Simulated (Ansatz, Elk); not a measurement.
# How far do independent atoms describe Ca3CdO?

The structure of Ca3CdO used here is made up (a known structure type with other elements) and was relaxed beforehand with PBE. The aim is the Fourier transform of its all-electron density, F(hkl), set beside the sum over free spherical atoms that refinements use.

Calculated with Elk 11.2.3 (patched build); DFT, PBE, all-electron APW+lo, Dirac cores, scalar-relativistic bands, static density, no spin.

The structure was built from a prototype and need not be the compound's stable phase.

**1. Set-up**

It takes space group Pm-3m (No. 221, cubic). Conventional cell: a = 4.903 Å, b = 4.903 Å, c = 4.903 Å, α = 90.00°, β = 90.00°, γ = 90.00°. Cd has 12 Ca at 3.47 Å nearest. Nearest to Ca lie 2 O at 2.45 Å. Nearest to O lie 6 Ca at 2.45 Å. Farther neighbours and most contacts between anions are not listed.

**2. Ground state and structure factors**

An all-electron density is needed, since X-rays see the cores too. Task 0 finds the density and task 195 Fourier-transforms it; tshift is off so that phases refer to the origin typed.

Input file elk.in:

```
tasks
  0
  195

xctype
  20

spinpol
  .false.

rgkmax
  7.0

gmaxvr
  14.0

lmaxo
  7

lmaxapw
  8

swidth
  0.002

tshift
  .false.

ramdisk
  .false.

hmaxvr
  5.5

maxscl
  120

epspot
  1e-06

sppath
  './'

avec
  9.26543836752 0.00000000000 0.00000000000
  -0.00000000000 9.26543836752 0.00000000000
  0.00000000000 0.00000000000 9.26543836752

atoms
  3
  'Cd.in'
  1
  0.0000000000 -0.0000000000 -0.0000000000   0.000000 0.000000 0.000000
  'Ca.in'
  3
  0.5000000000 0.5000000000 0.0000000000   0.000000 0.000000 0.000000
  0.5000000000 0.0000000000 0.5000000000   0.000000 0.000000 0.000000
  -0.0000000000 0.5000000000 0.5000000000   0.000000 0.000000 0.000000
  'O.in'
  1
  0.5000000000 0.5000000000 0.5000000000   0.000000 0.000000 0.000000

ngridk
  5 5 5
```

Launch:

```sh
$ OMP_NUM_THREADS=4 elk
```

Numbers of over 12 decimals in the logs are rounded to 6 here.

Output:

```text
┌─────────────────────────┐
│ Elk code version 11.2.3 │
└─────────────────────────┘

All units are atomic (Hartree, Bohr, etc.)

┌─────────────────────────────────────────────────┐
│ Ground-state run starting from atomic densities │
└─────────────────────────────────────────────────┘

Lattice vectors :
   9.265438368       0.000000000       0.000000000
  -0.000000000       9.265438368       0.000000000
   0.000000000       0.000000000       9.265438368

Reciprocal lattice vectors :
  0.6781314664       0.000000000      -0.000000000
   0.000000000      0.6781314664       0.000000000
   0.000000000      -0.000000000      0.6781314664

Unit cell volume      :    795.4225787
Brillouin zone volume :   0.3118470862

Muffin-tin inner radius fraction :   0.1000000000E-01

Nuclei treated as point charges

Species : 1 (Cd)
 parameters loaded from : Cd.in
 name : cadmium
 nuclear charge    :   -48.00000000
 electronic charge :    48.00000000
 atomic mass :    204912.7176
 muffin-tin radius :    2.600000000
 number of radial points in muffin-tin :   1193
 inner part over the whole radius :   0.9972693929E-02
 number on inner part of muffin-tin    :    850
 approximate nuclear radius :   0.8708852602E-04
 number of mesh points to nuclear radius :    426
 atomic positions (lattice), magnetic fields (Cartesian) :
  1 :   0.00000000  0.00000000  0.00000000    0.00000000  0.00000000  0.00000000

Species : 2 (Ca)
 parameters loaded from : Ca.in
 name : calcium
 nuclear charge    :   -20.00000000
 electronic charge :    20.00000000
 atomic mass :    73057.72475
 muffin-tin radius :    2.400000000
 number of radial points in muffin-tin :    993
 inner part over the whole radius :   0.9970789793E-02
 number on inner part of muffin-tin    :    698
 approximate nuclear radius :   0.6614485811E-04
 number of mesh points to nuclear radius :    321
 atomic positions (lattice), magnetic fields (Cartesian) :
  1 :   0.50000000  0.50000000  0.00000000    0.00000000  0.00000000  0.00000000
  2 :   0.50000000  0.00000000  0.50000000    0.00000000  0.00000000  0.00000000
  3 :   0.00000000  0.50000000  0.50000000    0.00000000  0.00000000  0.00000000

Species : 3 (O)
 parameters loaded from : O.in
 name : oxygen
 nuclear charge    :   -8.000000000
 electronic charge :    8.000000000
 atomic mass :    29165.12205
 muffin-tin radius :    1.800000000
 number of radial points in muffin-tin :    593
 inner part over the whole radius :   0.9958443124E-02
 number on inner part of muffin-tin    :    408
 approximate nuclear radius :   0.5115538663E-04
 number of mesh points to nuclear radius :    173
 atomic positions (lattice), magnetic fields (Cartesian) :
  1 :   0.50000000  0.50000000  0.50000000    0.00000000  0.00000000  0.00000000

Total number of atoms per unit cell :    5
Total muffin-tin volume :    271.7687085
 ratio of muffin-tin to unit cell volume :   0.3416658211

Spin treatment :
 spin-unpolarised

Number of Bravais lattice symmetries :   48
Number of crystal symmetries         :   48
Crystal has inversion symmetry
Real symmetric eigensolver will be used

k-point grid :      5     5     5
k-point offset :    0.000000000       0.000000000       0.000000000
k-point set is reduced with full crystal symmetry group
Total number of k-points :       10

Muffin-tin radius times maximum |G+k| :    7.000000000
 using average radius
Maximum |G+k| for APW functions       :    3.017241379
Maximum (1/2)|G+k|²                   :    4.551872771
Maximum |G| for potential and density :    14.00000000
Constant for pseudocharge density :    9
 order of it for each species :   16  16  16
 order of it for pair densities of each species (exact exchange by exxq0 0: 17) :   12  10   4
Radial integration step length :    1

G-vector grid sizes :     42    42    42
Number of G-vectors :    37073

Maximum angular momentum used for
 APW functions            :    8
 outer part of muffin-tin :    7
 inner part of muffin-tin :    2

Total nuclear charge    :   -116.0000000
[...]
exchange                    :     -266.84339776652
 correlation                 :     -5.300445
 electron entropic           :    -0.73862690760208E-03
 total energy                :     -7713.1438567159

Density of states at Fermi energy :    44.30920232
 (states/Hartree/unit cell)

Estimated indirect band gap :   0.9540500663E-02
 from k-point 7 to k-point 8
Estimated direct band gap   :   0.1246834604E-01
 at k-point 8

Charges :
 core                        :    62.00000000
 valence                     :    54.00000000
 interstitial                :    6.757807723
 muffin-tins (core leakage)
  species : 1 (Cd)
   atom 1                    :    46.41677578     (  0.2532544174E-03)
  species : 2 (Ca)
[...]
species : 3 (O)
[...]
total in muffin-tins        :    109.2421923
 total calculated charge     :    115.9990365
 total charge                :    116.0000000
 error                       :   0.9635242459E-03

RMS change in Kohn-Sham potential (target) :   0.7123793280     (  0.1000000000E-05)
Absolute change in total energy (target)   :   0.1180169581     (  0.1000000000E-03)

[... loops 3 to 14 left out ...]

┌──────────────────┐
│ Loop number : 15 │
└──────────────────┘

Energies :
 Fermi                       :     0.182996
 sum of occupied eigenvalues :     -4588.2451414147
 electron kinetic            :      7999.3731465522
 core electron kinetic       :      7662.8893161614
 Coulomb                     :     -15440.096732195
 Coulomb potential           :     -12234.141530331
 nuclear-nuclear             :     -841.01983732195
 electron-nuclear            :     -16982.388965840
 Hartree                     :      2383.3120709668
 Madelung                    :     -9323.0259670301
 xc potential                :     -353.47675763612
 exchange                    :     -266.57863087213
 correlation                 :     -5.305127
 electron entropic           :    -0.99494897827620E-03
 total energy                :     -7712.6083380831

Density of states at Fermi energy :    64.77746087
 (states/Hartree/unit cell)

Estimated indirect band gap :   0.8416041470E-02
 from k-point 7 to k-point 8
Estimated direct band gap   :   0.9856605590E-02
 at k-point 8

Charges :
 core                        :    62.00000000
 valence                     :    54.00000000
 interstitial                :    7.100339977
 muffin-tins (core leakage)
  species : 1 (Cd)
[...]
species : 2 (Ca)
[...]
species : 3 (O)
[...]
total in muffin-tins        :    108.8996600
 total calculated charge     :    115.9991469
 total charge                :    116.0000000
 error                       :   0.8531150262E-03

RMS change in Kohn-Sham potential (target) :   0.4608061033E-06 (  0.1000000000E-05)
Absolute change in total energy (target)   :   0.5819156286E-04 (  0.1000000000E-03)

Convergence targets achieved

┌──────────────────┐
│ Loop number : 16 │
└──────────────────┘

Energies :
 Fermi                       :     0.182996
 sum of occupied eigenvalues :     -4588.2451481830
 electron kinetic            :      7999.3731458505
 core electron kinetic       :      7662.8893150652
 Coulomb                     :     -15440.096735978
 Coulomb potential           :     -12234.141531788
 nuclear-nuclear             :     -841.01983732195
 electron-nuclear            :     -16982.388972543
 Hartree                     :      2383.3120738876
 Madelung                    :     -9323.0259700834
 xc potential                :     -353.47676224501
 exchange                    :     -266.57863085637
 correlation                 :     -5.305127
 electron entropic           :    -0.99495009673056E-03
 total energy                :     -7712.6083425924

Density of states at Fermi energy :    64.77756507
 (states/Hartree/unit cell)

Estimated indirect band gap :   0.8416025496E-02
 from k-point 7 to k-point 8
Estimated direct band gap   :   0.9856587527E-02
 at k-point 8

Charges :
 core                        :    62.00000000
 valence                     :    54.00000000
 interstitial                :    7.100340245
 muffin-tins (core leakage)
  species : 1 (Cd)
[...]
species : 2 (Ca)
[...]
atom 2                    :    18.20159401     ( -0.1986772471E-06)
   atom 3                    :    18.20159401     ( -0.1986772471E-06)
  species : 3 (O)
   atom 1                    :    7.625922422     ( -0.2725459769E-06)
 total in muffin-tins        :    108.8996598
 total calculated charge     :    115.9991469
 total charge                :    116.0000000
 error                       :   0.8531147536E-03

┌──────────────────────────────┐
│ Self-consistent loop stopped │
└──────────────────────────────┘

Warning : core states of species 1 leak from the muffin-tin :   0.2392315028E-03

Wrote STATE.OUT
```

Wall time 16 s (4 threads of AMD EPYC 9R14 (Zen 4), shared host); peak memory 0.22 GiB; 30 s of CPU time.

SFACRHO.OUT:

```text

h k l indices transformed by vhmat matrix:
   1.000000000       0.000000000       0.000000000    
   0.000000000       1.000000000       0.000000000    
   0.000000000       0.000000000       1.000000000    

      h      k      l  multipl.   |H|            Re(F)            Im(F)           |F|

      0      0      0      1   0.0000000       116.00000      0.38217314E-16   116.00000    
      0      0      1      6  0.67813147       19.902972      0.45420263E-14   19.902972    
      0     -1      1     12  0.95902272       33.090462     -0.18002125E-14   33.090462    
     -1     -1     -1      8   1.1745582       78.814263      0.85929516E-14   78.814263    
      0      0     -2      6   1.3562629       87.206507      0.88292586E-14   87.206507    
     -1     -2      0     24   1.5163481       18.131480     -0.50166773E-14   18.131480    
     -2      1      1     24   1.6610761       27.748015     -0.68130924E-14   27.748015    
     -2      2      0     12   1.9180454       74.119827      0.29860698E-14   74.119827    
     -2      1     -2     24   2.0343944       17.347671      0.13710532E-14   17.347671    
     -3      0      0      6   2.0343944       17.283180     -0.10080444E-13   17.283180    
      0      3     -1     24   2.1444400       24.649698     -0.79486172E-15   24.649698    
      3     -1      1     24   2.2491076       60.256764     -0.77519727E-14   60.256764    
      2      2      2      8   2.3491163       65.561329     -0.18143226E-13   65.561329    
      0      3     -2     24   2.4450378       16.370660      0.80223729E-14   16.370660    
     -3      1      2     48   2.5373356       22.449004      0.42561981E-14   22.449004    
      4      0      0      6   2.7125259       59.673236     -0.10672980E-13   59.673236    
     -1      0      4     24   2.7960077       15.525870     -0.12749412E-14   15.525870    
      2     -3     -2     24   2.7960077       15.527919     -0.60972977E-14   15.527919
```

Elk indexes on the primitive cell of elk.in and gives |H| = 4π sin θ/λ in inverse bohr. Below, one row stands for each form hkl of the conventional cell (m members, Friedel mates merged), F is for one primitive cell and the density is static (no thermal factor). Free-atom factors are Waasmaier and Kirfel's, and R is Σm||F|−|F'||/Σm|F|.

| hkl | m | sin θ/λ (Å⁻¹) | abs F, DFT | neutral atoms | diff. |
| --- | --- | --- | --- | --- | --- |
| 100 | 6 | 0.102 | 19.903 | 20.210 | -0.307 |
| 110 | 12 | 0.144 | 33.090 | 32.939 | +0.152 |
| 111 | 8 | 0.177 | 78.814 | 79.170 | -0.356 |
| 200 | 6 | 0.204 | 87.207 | 86.835 | +0.371 |
| 210 | 24 | 0.228 | 18.131 | 18.574 | -0.443 |
| 211 | 24 | 0.250 | 27.748 | 27.860 | -0.112 |
| 220 | 12 | 0.288 | 74.120 | 74.074 | +0.046 |
| 221 | 24 | 0.306 | 17.348 | 17.360 | -0.012 |
| 300 | 6 | 0.306 | 17.283 | 17.360 | -0.077 |
| 310 | 24 | 0.323 | 24.650 | 24.705 | -0.055 |
| 311 | 24 | 0.338 | 60.257 | 60.197 | +0.060 |
| 222 | 8 | 0.353 | 65.561 | 65.598 | -0.037 |
| 320 | 24 | 0.368 | 16.371 | 16.360 | +0.011 |
| 321 | 48 | 0.382 | 22.449 | 22.471 | -0.022 |

**3. The highest occupied states alone**

An energy window below the Fermi level keeps the highest occupied states, to see at which angles they scatter; shallow core shells can lie inside it and anion s states outside. No new self-consistency is needed.

elk.in: that of step 2 with these lines changed.

```diff
@@ -1,3 +1,2 @@
 tasks
-  0
   195
@@ -40,2 +39,5 @@
 
+wsfac
+  -0.258000 0.483000
+
 sppath
```

Launch:

```sh
$ OMP_NUM_THREADS=4 elk
```

Output:

```text
┌─────────────────────────────────┐
│ Elk code version 11.2.3 started │
└─────────────────────────────────┘

Info(readinput): the functional depends on the density's gradient
 muffin-tin radial points multiplied by    2.00000
 (not where nrmtscf is given)

┌────────────────────┐
│ Current task : 195 │
└────────────────────┘

Info(sfacrho): density structure factors written to SFACRHO.OUT

 Energy window :  -0.2580000000      0.4830000000

┌──────────────────┐
│ Elk code stopped │
└──────────────────┘
```

The job ended after 7.7 s (4 threads; peak memory 0.16 GiB; 9 s of CPU time).

States within 12 eV below the Fermi level hold 22.00 electrons; any levels below the window count with the cores. Their amplitudes can exceed the total, where window and core parts have opposite phase:

| hkl | sin θ/λ (Å⁻¹) | abs F, window | abs F, all |
| --- | --- | --- | --- |
| 100 | 0.102 | 5.289 | 19.903 |
| 110 | 0.144 | 10.990 | 33.090 |
| 111 | 0.177 | 3.451 | 78.814 |
| 200 | 0.204 | 8.341 | 87.207 |
| 210 | 0.228 | 2.275 | 18.131 |
| 211 | 0.250 | 6.000 | 27.748 |
| 220 | 0.288 | 4.967 | 74.120 |
| 221 | 0.306 | 1.287 | 17.348 |
| 300 | 0.306 | 1.220 | 17.283 |
| 310 | 0.323 | 3.606 | 24.650 |

(Continued in part 2 of 2.)

[Logs are printed without paths, hosts, clocks, repeated set-up lines and the standing remarks that a program may print on its own settings, such as how far it seeks lower states.]

[Hosts, paths, dates, database ids (printed as entryN), source tags and the programs' standing remarks are cut or masked in the printed files.]
